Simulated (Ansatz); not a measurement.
# CdF2: optical spectrum from first principles, part 2 of 2

Wanted: where CdF2 starts to absorb, how strongly, and its refractive index.

Ansatz 0.2.0; DFT, PBE, plane-wave PAW, default files, scalar-relativistic, independent-particle optical response without local fields.

So far. Step 2 (Ground state and bands): There is a gap, 3.10 eV on the path, so no carriers' term is needed. The cell is left with a pressure of 5.5 GPa, as it stands unrelaxed at this level.

**3. Spectrum**

The spectrum is a sum over vertical transitions between filled and empty bands at the fixed density, so many empty bands are needed.

This step: DFT, PBE, plane-wave PAW, default files, scalar-relativistic, independent-particle optical response without local fields (Ansatz 0.2.0).

Contents of input.yaml:

```yaml
crystal:
  lattice:
    - [0.0, 2.694, 2.694]
    - [2.694, 0.0, 2.694]
    - [2.694, 2.694, 0.0]
  atoms:
    - { symbol: Cd, position: [0.0, 0.0, 0.0] }
    - { symbol: F, position: [0.75, 0.75, 0.75] }
    - { symbol: F, position: [0.25, 0.25, 0.25] }
kpoints:
  mp_grid: { grid: [7, 7, 7] }
scf:
  occupations: { method: fixed }
hamiltonian:
  xc: pbe
  pseudopotentials: { kind: paw }
output:
  optics:
    e_range: [0, 20]
    de: 0.05
    sigma: 0.15
    nscf_kmesh: { grid: [8, 8, 8] }
    bands: { spectra_wanted_up_to: 20 }
```

Launch:

```console
> ansatz run input.yaml --threads 4 --pin off --max-ram 8192MiB --backend cpu --events-out ev --progress --plain --runs-dir out
```

Numbers of over 12 decimals in the logs are rounded to 6 here.

The log of the run:

```text
[...]
Crystal: 3 atoms, lattice volume = 39.104 Å³
Basis set: ecut = 420 eV, 749 PW (Γ)
Bands: 21, of which v1, the nominal top of the filled ones, is band 17 counted from 1 (16 counted from 0)
Symmetry: 48 space group operations
[...]
k-points: 20 of 343
[...]
SCF iter   1: F=—  HF=-9872.134595 eV  |F-HF|=—  |Δ(HF+E_count)|=         —  Δρ=5.66e-4  dr2=2.02e-5  ethr=1.77e-3  ⟨swp⟩=4.2  Hψ=1511  notcnv=0  defer=29
[...]
SCF iter   8: F=-9872.135558 eV  HF=-9872.135558 eV  |F-HF|=1.82e-12  |Δ(HF+E_count)|=  4.37e-11  Δρ=8.26e-8  dr2=1.68e-12  ethr=1.00e-12  ⟨swp⟩=5.2  Hψ=1292  notcnv=0
SCF 1 converged in 8 iterations: F = -9872.135558 eV  dr2 = 1.68e-12
[...]
NSCF: frozen V_eff on 29 k-points
output.optics: what the bands over the 36 summed would add to eps1, eps2 and the energy-loss function is held between a lower and an upper bound (7 Lanczos steps). eps1, eps2 and their loss function (loss_summed_bands) are given on every row as the summed bands alone make them. Along an axis, on a row where the two bounds hold the loss function to about 1 % of the greater of itself and 0.5 % of |1/eps|, its cell (loss_completed) is given, with the completed eps1 and eps2 that it is formed of (a cell that is left empty reads nan in the table and null in the record). The two bounds hold it so along every axis on all 401 rows up to 20.000 eV. [rest of the remark cut]
SCF converged after 8 iterations
Free energy (F): -9872.135558 eV
[...]
Internal energy: -9872.135558 eV  (E = F + TS)
E sigma→0 (E₀):  -9872.135558 eV
Fermi energy:    6.384815 eV
[...]
--- Band table (eV; the first three rows and the last of 20) ---
  k-point 0: bands = [... 13 lower, 5.4665, 5.9462, 5.9462, 5.9462, 9.5441, 19.1448, 19.1448, 19.1448]
  k-point 1: bands = [... 13 lower, 5.3315, 5.7886, 5.9605, 5.9605, 10.2786, 18.2683, 19.4426, 19.4426]
  k-point 2: bands = [... 13 lower, 4.9840, 5.1225, 6.0046, 6.0046, 11.8350, 16.9432, 20.1723, 20.1723]
  k-point 19: bands = [... 13 lower, 4.6166, 5.1453, 5.8961, 6.3848, 14.4416, 17.4846, 17.8000, 19.3493]
```

Wall time 3.1 s (4 threads of Intel Xeon 6975P-C (Granite Rapids), shared host); peak memory 0.7 GiB; 11 s of CPU time.

This step gave:

```
electronic dielectric constant ε∞, mean over x, y and z (by symmetry where fewer were run)                                                          : 2.946
absorption onset, first axis (α over 10⁴ cm⁻¹, or the direct gap if that lies higher)                                                               : 3.844 eV
main peak of Im epsilon, first axis                                                                                                                 : 10.29 eV
centre of weight of the strongest loss peak in the window                                                                                           : 16.64 eV
photocurrent from vertical transitions in a film 500 nm thick on a perfect mirror (two passes), AM1.5G, no front reflection, all carriers collected : 0.1254 mA/cm²
least direct gap on the mesh                                                                                                                        : 3.598 eV
bands summed                                                                                                                                        : 36
spectra valid up to                                                                                                                                 : 32.32 eV
program's estimate of the k-sum error in Im epsilon                                                                                                 : 0.09 %
electrons in the f-sum                                                                                                                              : 14.66
```

The Im ε, any direction has structure finer than the step of the table below, so its rows give means over 1 eV, whole bins alone (the curve runs from 0 to 20 eV). Peaks (eV: height): 10.3: 3.16, 12.4: 2.82, 13.8: 2.89, 17.6: 1.44.

Im ε, any direction against photon energy; means over each step:

```
photon energy (eV)  Im ε, any direction
                 3               1.5e-4
                 4                0.330
                 5                 1.09
                 6                 1.29
                 7                 1.33
                 8                 1.16
                 9                 1.23
                10                 2.26
                11                 1.46
                12                 1.75
                13                 1.85
                14                 2.66
                15                 1.85
                16                 1.13
                17                0.873
                18                 1.15
                19                0.801
```

Table of Re ε, any direction by photon energy:

```
photon energy (eV)  Re ε, any direction
               0.0                 2.95
               0.5                 2.95
               1.0                 2.97
               1.5                    3
               2.0                 3.05
               2.5                 3.12
               3.0                 3.23
               3.5                 3.43
               4.0                 3.85
               4.5                 3.77
               5.0                 3.50
               5.5                 3.28
               6.0                 3.10
               6.5                 2.95
               7.0                 2.82
               7.5                 2.71
               8.0                 2.50
               8.5                 2.83
               9.0                 2.80
               9.5                 3.10
              10.0                 3.49
              10.5                 1.59
              11.0                 1.38
              11.5                 2.34
              12.0                 2.99
              12.5                 1.60
              13.0                 2.36
              13.5                 2.48
              14.0                 1.31
              14.5                0.971
              15.0               0.0271
              15.5                0.622
              16.0                0.918
              16.5                0.762
              17.0                 1.28
              17.5                 1.43
              18.0                0.869
              18.5                 1.07
              19.0                0.968
              19.5                 1.24
              20.0                 1.70
```

Refractive index n and extinction k against photon energy:

```
photon energy (eV)      n       k
               0.0   1.72       0
               0.5   1.72       0
               1.0   1.72       0
               1.5   1.73       0
               2.0   1.75       0
               2.5   1.77       0
               3.0   1.80       0
               3.5   1.85  7.8e-4
               4.0   1.96  0.0553
               4.5   1.95   0.223
               5.0   1.89   0.293
               5.5   1.84   0.333
               6.0   1.80   0.359
               6.5   1.76   0.376
               7.0   1.72   0.386
               7.5   1.69   0.394
               8.0   1.62   0.365
               8.5   1.71   0.285
               9.0   1.73   0.430
               9.5   1.79   0.330
              10.0   1.96   0.599
              10.5   1.54   0.893
              11.0   1.26   0.466
              11.5   1.56   0.297
              12.0   1.78   0.442
              12.5   1.52   0.844
              13.0   1.61   0.483
              13.5   1.72   0.707
              14.0   1.47   0.929
              14.5   1.35   0.927
              15.0  0.930   0.916
              15.5  0.992   0.601
              16.0   1.09   0.523
              16.5   1.02   0.535
              17.0   1.17   0.284
              17.5   1.31   0.525
              18.0   1.06   0.497
              18.5   1.12   0.412
              19.0   1.05   0.375
              19.5   1.14   0.260
              20.0   1.34   0.321
```

The loss function −Im 1/ε at q → 0, any direction has structure finer than the step of the table below, so its rows give means over 0.5 eV, whole bins alone (the curve runs from 0 to 20 eV). Peaks (eV: height): 10.85: 0.416, 12.65: 0.338, 15.15: 0.691, 16.60: 0.669, 17.95: 0.571.

The loss function −Im 1/ε at q → 0, any direction by energy loss; means over each step:

energy loss (eV), loss function −Im 1/ε at q → 0, any direction and a bar:
```
      3.0      0.000 
      3.5      0.001 
      4.0      0.018 #
      4.5      0.057 ###
      5.0      0.082 ####
      5.5      0.100 #####
      6.0      0.114 #####
      6.5      0.126 ######
      7.0      0.137 ######
      7.5      0.147 #######
      8.0      0.149 #######
      8.5      0.111 #####
      9.0      0.135 ######
      9.5      0.110 #####
     10.0      0.136 ######
     10.5      0.276 #############
     11.0      0.338 ################
     11.5      0.155 #######
     12.0      0.143 #######
     12.5      0.267 ############
     13.0      0.214 ##########
     13.5      0.210 ##########
     14.0      0.294 ##############
     14.5      0.348 ################
     15.0      0.562 ##########################
     15.5      0.651 ##############################
     16.0      0.545 #########################
     16.5      0.597 ############################
     17.0      0.354 ################
     17.5      0.357 ################
     18.0      0.532 ########################
     18.5      0.471 ######################
     19.0      0.477 ######################
     19.5      0.316 ###############
```

The reflectivity at normal incidence, any direction has structure finer than the step of the table below, so its rows give means over 1 eV, whole bins alone (the curve runs from 0 to 20 eV). Peaks (eV: height): 4.2: 11.2, 10.3: 16.4, 12.4: 14.8, 14.9: 20.1, 17.8: 7.75.

Table of reflectivity at normal incidence, any direction by photon energy; means over each step:

```
photon energy (eV)  reflectivity at normal incidence, any direction (%)
                 1                                                 7.06
                 2                                                 7.39
                 3                                                 8.17
                 4                                                 10.4
                 5                                                 10.5
                 6                                                 9.63
                 7                                                 8.90
                 8                                                 7.75
                 9                                                 8.85
                10                                                 13.6
                11                                                 7.87
                12                                                 10.5
                13                                                 9.88
                14                                                 14.9
                15                                                 14.7
                16                                                 6.39
                17                                                 3.93
                18                                                 5.79
                19                                                 3.23
```

At chosen wavelengths:

```
wavelength (nm)     n      k  R (%)        1/α
           1550  1.72  0.000    7.0  over 1 mm
           1064  1.73  0.000    7.1  over 1 mm
            450  1.78  0.000    7.9  over 1 mm
            405  1.80  0.000    8.2  over 1 mm
            365  1.84  0.000    8.7     339 µm
            308  1.97  0.064   10.7     384 nm
            248  1.89  0.293   10.5      67 nm
```

Rows near the edge hang on the gap, which this functional as a rule makes too small, and phonon-assisted absorption is left out.

A film 1 µm thick would pass 86 % of daylight and look colourless in transmission (x = 0.313, y = 0.330).

The f-sum over the summed bands holds 14.7 of the cell's 34 electrons outside the frozen cores, 12 of which lie in bands more than 12 eV below the Fermi level, whose transitions come at higher energies. Up to 20 eV the strength has a mean oscillator energy of 11.1 eV, and these transitions give 72 % of ε∞ − 1 along x; the rest comes from higher ones.

**4. Static response with local fields**

Perturbation theory gives the static response with local fields and the functional's kernel, and it needs no empty bands.

This step: DFT, PBE, plane-wave PAW, default files, scalar-relativistic, static field response by perturbation theory with local fields (Ansatz 0.2.0).

input.yaml, the sections that differ from step 3:

```yaml
dielectric: {}
# crystal, kpoints, scf, hamiltonian: as in step 3
# output: removed
```

The log of the run:

```text
[...]
Crystal: 3 atoms, lattice volume = 39.104 Å³
Basis set: ecut = 420 eV, 749 PW (Γ), exchange–correlation on 54×54×54 points (8 copies of the dense FFT grid, shifted against one another)
Bands: 21, of which v1, the nominal top of the filled ones, is band 17 counted from 1 (16 counted from 0)
Symmetry: 48 space group operations
k-points: 40 of 343 (irreducible under 8 space group operations, time reversal used)
[...]
SCF iter   1: F=—  HF=-9872.134739 eV  |F-HF|=—  |Δ(HF+E_count)|=         —  Δρ=5.65e-4  dr2=2.01e-5  ethr=1.77e-3  ⟨swp⟩=4.2  Hψ=3026  notcnv=0  defer=59
[...]
SCF iter   7: F=-9872.135682 eV  HF=-9872.135682 eV  |F-HF|=1.82e-11  |Δ(HF+E_count)|=   1.70e-9  Δρ=4.82e-7  dr2=4.42e-11  ethr=1.00e-12  ⟨swp⟩=4.2  Hψ=3330  notcnv=0
SCF 1 converged in 7 iterations: F = -9872.135682 eV  dr2 = 4.42e-11
[...]
DFPT response loops at Γ: preconditioner auto → none (the input reference at scf.mixing.eps_inf says where Resta's filter doesn't serve); β = 0.50; Broyden in place of MSR1
SCF converged after 7 iterations
Free energy (F): -9872.135682 eV
[...]
Internal energy: -9872.135682 eV  (E = F + TS)
E sigma→0 (E₀):  -9872.135682 eV
Fermi energy:    6.384801 eV
[...]
--- Band table (eV; the first three rows and the last of 40) ---
  k-point 0: bands = [... 13 lower, 5.4665, 5.9462, 5.9462, 5.9462, 9.5444, 19.1451, 19.1451, 19.1451]
  k-point 1: bands = [... 13 lower, 5.3315, 5.7886, 5.9605, 5.9605, 10.2789, 18.2685, 19.4429, 19.4429]
  k-point 2: bands = [... 13 lower, 4.9840, 5.1225, 6.0046, 6.0046, 11.8352, 16.9434, 20.1726, 20.1726]
  k-point 39: bands = [... 13 lower, 4.6166, 5.1453, 5.8961, 6.3848, 14.4419, 17.4847, 17.8002, 19.3496]
--- Dielectric response (ions clamped): 1 representative field direction + reference, on 40 of 343 k-points (Σ response iterations 7) ---
  k mesh reduced under 8 symmetry operations, with k and −k counted as one. Each operation leaves every solved perturbation unchanged. A smaller set is not considered because the run solves the response to a homogeneous field
  ε∞ (high-frequency dielectric tensor):
        2.846973    -0.000000    -0.000000
        0.000000     2.846973    -0.000000
        0.000000     0.000000     2.846973
  Born effective charges Z* (e; rows j = field, columns β = displacement):
    site 0:
         2.46870   -0.00000    0.00000
         0.00000    2.46870    0.00000
         0.00000   -0.00000    2.46870
    site 1:
        -1.23435    0.00000   -0.00000
        -0.00000   -1.23435   -0.00000
         0.00000    0.00000   -1.23435
    site 2:
        -1.23435    0.00000   -0.00000
        -0.00000   -1.23435   -0.00000
         0.00000    0.00000   -1.23435
  Z* charge neutrality: 5.705e-5 e pre-enforcement
  k-mesh period / interband length: 26.7 Å / 1.31 Å = 20.35 at k = (0.0000, 0.0000, 0.0000), direct gap 3.598 eV — 14 or more, which is no proof of convergence
```

Wall time 1.7 s (4 threads); peak memory 0.45 GiB; 5.7 s of CPU time.

Read-outs, printed or worked out from the files:

```
electronic dielectric constant ε∞, mean over x, y and z (by symmetry where fewer were run) : 2.847
```

ε∞ with local fields:

```
2.85 0.00 0.00
0.00 2.85 0.00
0.00 0.00 2.85
```

Diagonal elements. Born, by row:

```
atom  Z*xx (e)  Z*yy (e)  Z*zz (e)
 Cd1     2.469     2.469     2.469
  F2    -1.234    -1.234    -1.234
  F3    -1.234    -1.234    -1.234
```

Mean Born charges are Cd +2.47 and F -1.23, against formal valences of +2 and -1. The largest lies a little above its ionic value.

**5. Summary of results**

| Quantity | Value |
| --- | --- |
| gap on the path | 3.10 eV |
| least direct gap on the path | 3.60 eV |
| electronic dielectric constant ε∞, mean over x, y and z (by symmetry where fewer were run) (independent particles) | 2.95 |
| absorption onset, first axis (α over 10⁴ cm⁻¹, or the direct gap if that lies higher) | 3.84 eV |
| main peak of Im epsilon, first axis | 10.3 eV |
| centre of weight of the strongest loss peak in the window, first axis | 16.6 eV |
| photocurrent from vertical transitions in a film 500 nm thick on a perfect mirror (two passes), AM1.5G, no front reflection, all carriers collected | 0.125 mA/cm² |
| electronic dielectric constant ε∞, mean over x, y and z (by symmetry where fewer were run) (static response with local fields) | 2.85 |

At this level (PBE, independent particles) CdF2 has ε∞ = 2.95 (2.85 with local fields) and n = 1.72 at 1550 nm; absorption sets in near 3.8 eV, and Im ε peaks at 10.3 eV. The gap is indirect (3.10 eV), so absorption without phonons can begin only at the direct gap of 3.60 eV. The absorption coefficient passes 10⁴ cm⁻¹ at 3.84 eV, in the ultraviolet, so the visible is passed. The strongest loss structure up to 20 eV has its centre of weight at 16.6 eV; a free-electron gas of the 14.7 electrons in the f-sum would put its plasmon at 22.7 eV. Distinct maxima of Im ε, read by a parabola through the highest points, lie at 8.97 eV (1.5), 10.29 eV (3.2), 12.40 eV (2.8) and 13.77 eV (2.9). The f-sum over the summed bands holds 14.7 of the cell's 34 electrons outside the frozen cores, 12 of which lie in bands more than 12 eV below the Fermi level, whose transitions come at higher energies. Up to 20 eV the strength has a mean oscillator energy of 11.1 eV, and these transitions give 72 % of ε∞ − 1 along x; the rest comes from higher ones. A film 1 µm thick would pass 86 % of daylight and look colourless in transmission (x = 0.313, y = 0.330). With local fields and the functional's kernel the static response is 2.85 against 2.95 for independent particles (-3 %). In the base spectrum excitons and phonon-assisted transitions are missing, and so are local fields; PBE gaps are as a rule too small, which pulls the onset down and ε∞ up. In the base run ε includes the program's bounded estimate of what the bands above those summed add.

[Logs are printed without paths, hosts, clocks, repeated set-up lines and the standing remarks that a program may print on its own settings, such as how far it seeks lower states.]

[Hosts, paths, dates, database ids (printed as entryN), source tags and the programs' standing remarks are cut or masked in the printed files.]
